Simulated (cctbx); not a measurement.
# Diagnosing a refinement

Cell a = 4.5620 Å, b = 9.9690 Å, c = 13.3770 Å, α = 90.00°, β = 90.00°, γ = 90.00°; space group Immm (no. 71).

Simulated single-crystal data (cctbx): Ag Kα, λ = 0.56087 Å, to d = 0.84 Å, 70 % of the full sphere, strongest reflection 70000 counts, noise from counting, a 2 % proportional error and a noise floor of 2 counts (s.d.); no absorption, and some extinction, which the refinements don't model.

An anisotropic refinement with weights 1/σ² prints:

```text
Rint 0.019, 337 unique reflections to 0.84 A
cycle     R1     wR2    GooF  max shift (A)
   1  0.5980  0.8942  52.828   0.02505
   3  0.2457  0.5117  30.234   0.00025
final R1 0.2457 wR2 0.5117 GooF 30.234  parameters 26  data/parameter 13.0
atom        x        y        z      Ueq    occ   su(xyz)  su(Uiso or U11)
In1    0.50000  0.50000  0.29608  -0.0452  1.000  0.00052  0.0033  NPD
Er1    0.50000  0.50000  0.00000  -0.0253  1.000  0.00000  0.0043  NPD
Er2    0.00000  0.62876  0.84303  -0.0012  1.000  0.00088  0.0042  NPD
Ag1    0.00000  0.19076  0.00000  -0.0235  1.000  0.00111  0.0063  NPD
Ag2    0.50000  0.00000  0.00000  -0.0189  1.000  0.00000  0.0074  NPD
Ga1    0.50000  0.21301  0.14112  -0.0257  1.000  0.00116  0.0052  NPD
difference map: max 123.98 min -15.03 rms 8.29
Q1    0.0000  0.0000  0.2080    4  125.38  0.05 A from In1
Q2    0.0000  0.0000  0.5000    2   80.80  0.00 A from Er1
Q3    0.0000  0.5000  0.5000    2   69.34  0.00 A from Ag2
Q4    0.0000  0.1744  0.0000    4   57.89  0.16 A from Ag1
Q5    0.0000  0.3883  0.1659    8   54.37  0.21 A from Er2
Q6    0.0000  0.2702  0.3602    8   37.88  0.17 A from Ga1
```

**Question.** Can this result stand? If not, what is the likely fault?

Mend it. The fault: elements exchanged: Er2 is In and In1 is Er. Against the right model at the same level, R1 goes from 0.0070 to 0.2457 and GooF from 0.93 to 30.23, U of Ga1 shrinks from 0.0045 to -0.0257 Å², U of Ag2 shrinks from 0.0039 to -0.0189 Å², U of Ag1 shrinks from 0.0035 to -0.0235 Å², U of In1 shrinks from 0.0028 to -0.0452 Å², the top difference peak, 125.4 e/Å³, lies on In1 and In1, Er1, Er2, Ag1, Ag2 and Ga1 go non-positive-definite. Er2 has 19 electrons too many, yet its U moves the other way: dispersion, the scale or a false minimum can outweigh the electron count; In1 has 19 electrons too few and its U shrinks to make up, as expected.

The compound is Er3In4Ga4Ag3. The right model at the same level gives:

```text
Rint 0.019, 337 unique reflections to 0.84 A
cycle     R1     wR2    GooF  max shift (A)
   1  0.0076  0.0170   1.006   0.00015
   2  0.0070  0.0157   0.926   0.00000
final R1 0.0070 wR2 0.0157 GooF 0.926  parameters 26  data/parameter 13.0
atom        x        y        z      Ueq    occ   su(xyz)  su(Uiso or U11)
Er1    0.50000  0.50000  0.29540   0.0028  1.000  0.00001  0.0001
Er2    0.50000  0.50000  0.00000   0.0027  1.000  0.00000  0.0001
In1    0.00000  0.62619  0.84190   0.0032  1.000  0.00002  0.0001
Ag1    0.00000  0.18876  0.00000   0.0035  1.000  0.00003  0.0001
Ag2    0.50000  0.00000  0.00000   0.0039  1.000  0.00000  0.0002
Ga1    0.50000  0.21491  0.14062   0.0045  1.000  0.00004  0.0002
difference map: max 0.41 min -0.57 rms 0.12
Q1    0.1678  0.2214  0.2737   16    0.42  1.52 A from Ga1
Q2    0.0000  0.0000  0.0457    4    0.40  1.98 A from Ag1
Q3    0.0000  0.0000  0.3543    4    0.39  1.95 A from Er2
Q4    0.0000  0.1098  0.3927    8    0.38  1.80 A from Ga1
Q5    0.2259  0.0000  0.2053    8    0.36  1.03 A from Er1
Q6    0.0000  0.1795  0.2222    8    0.33  1.81 A from Er1
```

This is a model crystal, built by substitution and not relaxed, with assumed displacement parameters.

[Middle refinement cycles are left out of these outputs.]

[Logs are printed without paths, hosts, clocks, repeated set-up lines and the standing remarks that a program may print on its own settings, such as how far it seeks lower states.]
